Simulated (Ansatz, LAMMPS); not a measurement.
# Glassy NaFeSi2O6 (150 atoms) under strain, part 3 of 3

How stiff is glassy NaFeSi2O6 (150 atoms), and how do its levels respond to strain?

Ansatz 0.2.0; Kohn-Sham DFT, PBE, PAW (set soft_2), plane waves.

The cell: 15 Fe, 15 Na, 90 O and 30 Si. The quench rate of 20 K/ps is orders of magnitude faster than experiment. The starting topology of bonds comes from the classical model. Without a Hubbard term or exact exchange, open shells on Fe are likely too delocalised. The Brillouin zone is sampled at Γ only.

So far. Step 7 (Volume -6 %): The relaxation converged after 20 steps, 2.63 eV below its start, with a largest force component of 0.048 eV/Å. Step 7 (Volume -6 %): Volume -6 %: the energy stands 0.968 eV above that of the reference, at a pressure of 3.35 GPa.

### 8. Volume +6 %

The relaxed cell is scaled to another volume.

input.yaml reads:

```yaml
crystal:
  lattice:
    - [13.09602, 0.06589, 0.07047]
    - [0.06589, 12.34231, -0.0623]
    - [0.07047, -0.0623, 13.12255]
  atoms:
    [... the 150 atom lines of step 4 ...]
magnetization:
  spin_polarized: true
kpoints:
  mp_grid: { grid: [1, 1, 1] }
hamiltonian:
  xc: pbe
scf:
  occupations: { method: fermi_dirac, width: 0.05 }
  lower_state_search: "off"
output:
  forces: true
  eigenvalues: true
  stress: true
relax:
  f_tol: 0.05
  max_steps: 70
```

Run with:

```
$ ansatz run input.yaml --threads 16 --pin off --max-ram 31232MiB --backend cpu --events-out ev --progress --plain --runs-dir out
```

Numbers of over 12 decimals in the logs are rounded to 6 here.

What it wrote:

```text
[...]
Crystal: 150 atoms, lattice volume = 2120.896 Å³
Basis set: ecut = 420 eV, 41447 PW (Γ), exchange–correlation on 180×180×180 points (8 copies of the dense FFT grid, shifted against one another)
Bands: 705, of which v1, the nominal top of the filled ones, is band 518 counted from 1 (517 counted from 0)
Symmetry: 1 space group operations
[...]
k-points: 1
[...]
Starting moments: Σ|m| = 75 μB on 15 of 150 sites
[...]
SCF iter   1: F=—  HF=-159908.043045 eV  |F-HF|=—  |Δ(HF+E_count)|=         —  Δρ=2.13e-1 (↑2.13e-1 ↓1.95e-1)  dr2=3.64e3  dr2_m=3.34e2  M=0.991 μB ∫|m|=22.585 μB  β_m=0.30  ethr=3.10e-3  ⟨swp⟩=6.5  Hψ=5832  notcnv=0  defer=34
[...]
SCF iter   3: F=—  HF=-159773.056427 eV  |F-HF|=—  |Δ(HF+E_count)|=    8.27e1  Δρ=4.51e-2 (↑4.51e-2 ↓4.33e-2)  dr2=1.44e2  dr2_m=2.48e0  M=-5.000 μB ∫|m|=73.118 μB  β_m=0.30  ethr=3.10e-3  ⟨swp⟩=4.0  Hψ=2828  notcnv=0  defer=315
[...]
SCF iter  10: F=—  HF=-159748.748939 eV  |F-HF|=—  |Δ(HF+E_count)|=   1.86e-1  Δρ=7.56e-3 (↑7.56e-3 ↓7.32e-3)  dr2=6.55e0  dr2_m=1.90e-1  M=-5.014 μB ∫|m|=71.619 μB  β_m=0.30  ethr=5.89e-4  ⟨swp⟩=5.5  Hψ=2160  notcnv=0  defer=313
[...]
SCF iter  17: F=—  HF=-159747.764708 eV  |F-HF|=—  |Δ(HF+E_count)|=   3.22e-2  Δρ=1.74e-3 (↑1.74e-3 ↓8.68e-4)  dr2=1.55e-1  dr2_m=1.06e-2  M=-5.016 μB ∫|m|=72.336 μB  β_m=0.47  ethr=3.92e-5  ⟨swp⟩=5.0  Hψ=3561  notcnv=0  defer=306
[...]
SCF iter  23: F=—  HF=-159747.754490 eV  |F-HF|=—  |Δ(HF+E_count)|=   9.06e-6  Δρ=8.75e-5 (↑4.74e-5 ↓8.75e-5)  dr2=3.92e-4  dr2_m=2.24e-5  M=-5.007 μB ∫|m|=72.379 μB  β_m=0.33  ethr=8.00e-8  ⟨swp⟩=2.0  Hψ=2122  notcnv=0  defer=306
SCF iter  24: F=-159747.754488 eV  HF=-159747.754486 eV  |F-HF|=1.19e-6  |Δ(HF+E_count)|=   3.79e-6  Δρ=2.24e-5 (↑2.24e-5 ↓2.12e-5)  dr2=4.51e-5  dr2_m=3.28e-6  M=-5.009 μB ∫|m|=72.378 μB  ethr=6.04e-9  ⟨swp⟩=13.5  Hψ=8654  notcnv=0
SCF 1 converged in 24 iterations: F = -159747.754488 eV  dr2 = 4.51e-5
[...]
relax step   1: F+E_penalty+E_count = -159747.75448766 eV  Δ(F+E_penalty+E_count) = +0.000e0 eV  max|allowed force component| = 1.146e0 eV/Å  Δτ_max = 0.0000 Å  (24 SCF iters, dr2 threshold 6.25e-5 eV, accepted)
[... from here on, the SCF cycles and remarks between the steps are left out ...]
relax step   2: F+E_penalty+E_count = -159748.85376373 eV  Δ(F+E_penalty+E_count) = -1.099e0 eV  max|allowed force component| = 5.133e-1 eV/Å  Δτ_max = 0.0794 Å  (9 SCF iters, dr2 threshold 8.22e-5 eV, accepted)
relax step   3: F+E_penalty+E_count = -159749.46677280 eV  Δ(F+E_penalty+E_count) = -6.130e-1 eV  max|allowed force component| = 2.853e-1 eV/Å  Δτ_max = 0.0970 Å  (11 SCF iters, dr2 threshold 1.65e-5 eV, accepted)
relax step   4: F+E_penalty+E_count = -159749.58903609 eV  Δ(F+E_penalty+E_count) = -1.223e-1 eV  max|allowed force component| = 2.179e-1 eV/Å  Δτ_max = 0.2000 Å  (13 SCF iters, dr2 threshold 1.63e-5 eV, accepted)
relax step   5: F+E_penalty+E_count = -159749.63305876 eV  Δ(F+E_penalty+E_count) = -4.402e-2 eV  max|allowed force component| = 1.735e-1 eV/Å  Δτ_max = 0.0764 Å  (10 SCF iters, dr2 threshold 1.47e-5 eV, accepted)
relax step   6: F+E_penalty+E_count = -159749.62136337 eV  Δ(F+E_penalty+E_count) = +1.170e-2 eV  max|allowed force component| = 1.796e-1 eV/Å  Δτ_max = 0.2000 Å  (12 SCF iters, dr2 threshold 1.76e-5 eV, rejected (line search))
relax step   7: F+E_penalty+E_count = -159749.67728958 eV  Δ(F+E_penalty+E_count) = -4.423e-2 eV  max|allowed force component| = 7.230e-2 eV/Å  Δτ_max = 0.0981 Å  (16 SCF iters, accepted)
relax step   8: F+E_penalty+E_count = -159749.68213261 eV  Δ(F+E_penalty+E_count) = -4.843e-3 eV  max|allowed force component| = 1.061e-1 eV/Å  Δτ_max = 0.0683 Å  (15 SCF iters, accepted)
relax step   9: F+E_penalty+E_count = -159749.67975657 eV  Δ(F+E_penalty+E_count) = +2.376e-3 eV  max|allowed force component| = 1.879e-1 eV/Å  Δτ_max = 0.1500 Å  (17 SCF iters, rejected (line search))
relax step  10: F+E_penalty+E_count = -159749.70087082 eV  Δ(F+E_penalty+E_count) = -1.874e-2 eV  max|allowed force component| = 7.926e-2 eV/Å  Δτ_max = 0.0721 Å  (15 SCF iters, accepted)
relax step  11: F+E_penalty+E_count = -159749.70418219 eV  Δ(F+E_penalty+E_count) = -3.311e-3 eV  max|allowed force component| = 6.013e-2 eV/Å  Δτ_max = 0.0522 Å  (11 SCF iters, dr2 threshold 3.51e-6 eV, accepted)
relax step  12: F+E_penalty+E_count = -159749.70676759 eV  Δ(F+E_penalty+E_count) = -2.585e-3 eV  max|allowed force component| = 3.658e-2 eV/Å  Δτ_max = 0.0078 Å  (11 SCF iters, accepted)
SCF converged after 11 iterations
Magnetization: -5.0264 μB (514.9868 up, 520.0132 down)
Absolute magnetization: 72.3158 μB (∫|ρ↑−ρ↓|, with the PAW one-centre terms)
[...]
Per-site moments (μB) at R_I (Å): [(3.650162, 0.801128), (-3.557489, 0.753890), (3.660548, 0.791273), (-3.603690, 0.779283), (3.610210, 0.775618), (-3.619507, [...]
Free energy (F): -159749.706768 eV
[...]
Internal energy: -159749.688611 eV  (E = F + TS)
E sigma→0 (E₀):  -159749.697689 eV
Entropy (-TS):   -0.018157 eV (-0.121 meV/atom)
Fermi energy:    4.303662 eV
[...]
Σ components = -159749.706768   (vs F -159749.706768, Δ=0.00e0)
--- Forces (eV/Å), atoms counted from 1 ---
  atom   1  Fe    -0.02157527    -0.00298028     0.02412299
  atom   2  Fe    -0.00889645    -0.00178337    -0.00167699
  atom   3  Fe     0.01067744     0.00112403     0.00380424
  atom   4  Fe     0.01209501     0.01022908     0.01402081
[...]
atom 150  Si     0.00759805    -0.00004295    -0.02610732
  max |Σ_I F_I| component: 1.72e-4 eV/Å
--- Stress (GPa, compression-positive) ---
       -1.904173       0.143599       0.001281
        0.143599      -2.072165       0.175559
        0.001281       0.175559      -2.739972
  P = ⅓ Tr σ = -2.2388 GPa (-22.388 kbar)
--- Band table (eV) ---
[...]
--- Relaxed structure (12 steps of the walk, 10 accepted, 0 SCFs on fresh bases) ---
  F+E_penalty+E_count = -159749.70676759 eV   max|allowed force component| = 3.658e-2 eV/Å
  atoms:
    - { symbol: Fe, position: [0.914030, 0.653527, 0.445507] }
    - { symbol: Fe, position: [0.268366, 0.801339, 0.525755] }
    - { symbol: Fe, position: [0.433729, 0.352180, 0.263534] }
    - { symbol: Fe, position: [0.198044, 0.368230, 0.738033] }
[...]
- { symbol: Si, position: [0.312559, 0.969454, 0.708664] }
```

Elapsed: 11 min, on 16 threads of Arm Neoverse V1, shared host; peak memory 6.9 GiB.

The relaxation converged after 12 steps, 1.95 eV below its start, with a largest force component of 0.037 eV/Å.

Volume +6 %: the energy stands 0.963 eV above that of the reference, at a pressure of -2.24 GPa.

### 9. Volume -10 %

The relaxed cell is scaled to another volume.

Input and log are left out; they have the form of those shown for this kind of step.

Elapsed: 15 min, on 16 threads of Arm Neoverse V1, shared host; peak memory 6.2 GiB; 3.9 h of CPU time.

The relaxation converged after 20 steps, 7.43 eV below its start, with a largest force component of 0.020 eV/Å.

Volume -10 %: the energy stands 3.27 eV above that of the reference, at a pressure of 6.00 GPa.

### 10. Stretched by 1 % along x

The relaxed cell is strained along x alone, which gives the stiffness along x and its coupling to y and z.

input.yaml, the sections that differ from step 8:

```yaml
crystal:
  lattice:
    - [12.97255, 0.06462, 0.06911]
    - [0.06527, 12.1049, -0.0611]
    - [0.0698, -0.0611, 12.87013]
  atoms:
    [... the 150 atom lines of step 4 ...]
# magnetization, kpoints, hamiltonian, scf, output, relax: as in step 8
```

What it wrote:

```text
[...]
Crystal: 150 atoms, lattice volume = 2020.853 Å³
Basis set: ecut = 420 eV, 39537 PW (Γ), exchange–correlation on 180×162×180 points (8 copies of the dense FFT grid, shifted against one another)
Bands: 705, of which v1, the nominal top of the filled ones, is band 518 counted from 1 (517 counted from 0)
Symmetry: 1 space group operations
[...]
k-points: 1
[...]
Starting moments: Σ|m| = 75 μB on 15 of 150 sites
[...]
SCF iter   1: F=—  HF=-159900.117845 eV  |F-HF|=—  |Δ(HF+E_count)|=         —  Δρ=2.08e-1 (↑2.08e-1 ↓1.89e-1)  dr2=3.23e3  dr2_m=3.02e2  M=0.961 μB ∫|m|=25.626 μB  β_m=0.30  ethr=3.10e-3  ⟨swp⟩=7.0  Hψ=5901  notcnv=0  defer=37
[...]
SCF iter  28: F=-159750.503759 eV  HF=-159750.503768 eV  |F-HF|=8.71e-6  |Δ(HF+E_count)|=   1.05e-5  Δρ=1.95e-5 (↑1.95e-5 ↓1.36e-5)  dr2=2.76e-5  dr2_m=1.35e-6  M=-5.011 μB ∫|m|=72.144 μB  ethr=6.04e-9  ⟨swp⟩=14.0  Hψ=7883  notcnv=0
SCF 1 converged in 28 iterations: F = -159750.503759 eV  dr2 = 2.76e-5
[...]
relax step   1: F+E_penalty+E_count = -159750.50375947 eV  Δ(F+E_penalty+E_count) = +0.000e0 eV  max|allowed force component| = 4.087e-1 eV/Å  Δτ_max = 0.0000 Å  (28 SCF iters, dr2 threshold 6.25e-5 eV, accepted)
[...]
relax step   2: F+E_penalty+E_count = -159750.56915964 eV  Δ(F+E_penalty+E_count) = -6.540e-2 eV  max|allowed force component| = 2.495e-1 eV/Å  Δτ_max = 0.0164 Å  (8 SCF iters, dr2 threshold 1.04e-5 eV, accepted)
[...]
relax step   3: F+E_penalty+E_count = -159750.60878609 eV  Δ(F+E_penalty+E_count) = -3.963e-2 eV  max|allowed force component| = 8.129e-2 eV/Å  Δτ_max = 0.0236 Å  (9 SCF iters, dr2 threshold 3.89e-6 eV, accepted)
[...]
relax step   4: F+E_penalty+E_count = -159750.59800325 eV  Δ(F+E_penalty+E_count) = +1.078e-2 eV  max|allowed force component| = 2.894e-1 eV/Å  Δτ_max = 0.0832 Å  (15 SCF iters, rejected (line search))
[...]
relax step   5: F+E_penalty+E_count = -159750.61743143 eV  Δ(F+E_penalty+E_count) = -8.645e-3 eV  max|allowed force component| = 2.231e-2 eV/Å  Δτ_max = 0.0408 Å  (12 SCF iters, accepted)
SCF converged after 12 iterations
Magnetization: -5.0106 μB (514.9947 up, 520.0053 down)
Absolute magnetization: 72.1244 μB (∫|ρ↑−ρ↓|, with the PAW one-centre terms)
[...]
Per-site moments (μB) at R_I (Å): [(3.652643, 0.801685), (-3.549364, 0.750321), (3.655560, 0.792300), (-3.608890, 0.773952), (3.616851, 0.773397), [...]
Free energy (F): -159750.617431 eV
[...]
Internal energy: -159750.605165 eV  (E = F + TS)
E sigma→0 (E₀):  -159750.611298 eV
Entropy (-TS):   -0.012266 eV (-0.082 meV/atom)
Fermi energy:    4.804322 eV
[...]
--- Forces (eV/Å), atoms counted from 1 ---
  atom   1  Fe    -0.00027927    -0.00161353    -0.01025546
  atom   2  Fe    -0.00739764    -0.00537848     0.00392525
  atom   3  Fe    -0.00317716     0.00035632     0.00248678
  atom   4  Fe     0.00603856     0.00575247     0.00110319
  atom   5  Fe    -0.00475625    -0.01096029    -0.01146618
  atom   6  Fe     0.01117999     0.00471986     0.00169614
  atom   7  Fe     0.00606347    -0.00596229    -0.01184695
  atom   8  Fe     0.00648647     0.00010299     0.02230646
  atom   9  Fe     0.00317983    -0.00175465     0.01247930
  atom  10  Fe     0.00635438    -0.00511706    -0.00707633
  atom  11  Fe     0.00709783    -0.00640798    -0.00273619
  atom  12  Fe     0.00060381     0.00366338    -0.00350147
  atom  13  Fe     0.00301498    -0.00250129     0.00144582
  atom  14  Fe    -0.00675647    -0.00225087    -0.00257483
[...]
atom 149  Si     0.00436913    -0.00918207     0.00789230
  atom 150  Si     0.00775577     0.00827456    -0.00417521
  max |Σ_I F_I| component: 1.58e-4 eV/Å
--- Stress (GPa, compression-positive) ---
       -0.859688      -0.004047      -0.029597
       -0.004048      -0.310582       0.037437
       -0.029598       0.037437      -0.281332
  P = ⅓ Tr σ = -0.4839 GPa (-4.839 kbar)
--- Band table (eV) ---
[...]
--- Relaxed structure (5 steps of the walk, 4 accepted, 0 SCFs on fresh bases) ---
  F+E_penalty+E_count = -159750.61743143 eV   max|allowed force component| = 2.231e-2 eV/Å
  atoms:
    - { symbol: Fe, position: [0.908039, 0.661807, 0.440323] }
    - { symbol: Fe, position: [0.270186, 0.803587, 0.528353] }
    - { symbol: Fe, position: [0.438080, 0.353094, 0.260067] }
    - { symbol: Fe, position: [0.204386, 0.382522, 0.740558] }
[...]
- { symbol: Si, position: [0.313898, 0.975005, 0.710935] }
```

It took 4.4 min on 16 threads; peak memory 6.6 GiB; 68 min of CPU time.

The relaxation converged after 5 steps, 0.114 eV below its start, with a largest force component of 0.022 eV/Å.

Stretched by 1 % along x: the energy stands 0.0525 eV above that of the reference, at a pressure of -0.484 GPa.

### 11. Pressure against volume

Atoms are relaxed at each volume, in the scaled cell.

```csv
volume change (%),volume (Å³/atom),energy change (meV/atom),pressure (GPa),largest move on relaxing (Å),bonds,gap (eV)
-10,12.005,21.83,6.00,1.39,271,0.394
-6,12.539,6.45,3.35,1.48,267,0.430
-3,12.939,2.02,1.61,0.19,264,0.448
+0,13.339,0.00,0.00,-,260,0.441
+3,13.739,1.72,-1.36,0.24,259,0.466
+6,14.139,6.42,-2.24,0.55,252,0.384
```

### 12. Uniaxial strain and shear

Stress (GPa, compression positive) less that of the relaxed cell, atoms relaxed:

```
                  strain      xx      yy      zz      xy  energy change (meV/atom)
stretched by 1 % along x  -0.859  -0.306  -0.282  -0.003                      0.35
```

### 13. Outcome

The bulk modulus, from the slope of pressure against ln V over the three points nearest the relaxed volume, is 49.6 GPa; a quadratic over all points gives a pressure derivative of about 4.3. The count of bonds runs from 252 to 271 over the series, so at some points contacts cross the cutoffs. At -10 %, -6 % and +6 % some atom moved by over 0.5 Å on relaxing, so those points may sit in another local minimum. The gap goes from 0.394 eV at the smallest volume to 0.384 eV at the largest, not monotonically (lowest 0.384, highest 0.466 eV), on the run's k-points.

Caveats: Strains are finite and relaxations stop at the force tolerance of the input, which can leave moduli too stiff; they are those of a static cell at zero temperature. Volumes are changed with the cell's shape held, so in an anisotropic solid the modulus lies over the one under free hydrostatic load. The program notes that the SCF threshold of the relaxations is loose for the stress. In the spin-polarised runs the search for a state of lower energy was switched off. The run was spin polarised, started with 7 moments up and 8 down in a pattern of our own, ending at -5.0 μB in the cell; that starting order needn't be the real material's, and it bears on forces, charges and levels. With open d shells in the cell, the gap can be one between d levels of these ions, not the gap of the host.

The DFT runs together took 90 min of wall time.

[Logs are printed without paths, hosts, clocks, repeated set-up lines and the standing remarks that a program may print on its own settings, such as how far it seeks lower states.]

[Hosts, paths, dates, database ids (printed as entryN), source tags and the programs' standing remarks are cut or masked in the printed files.]
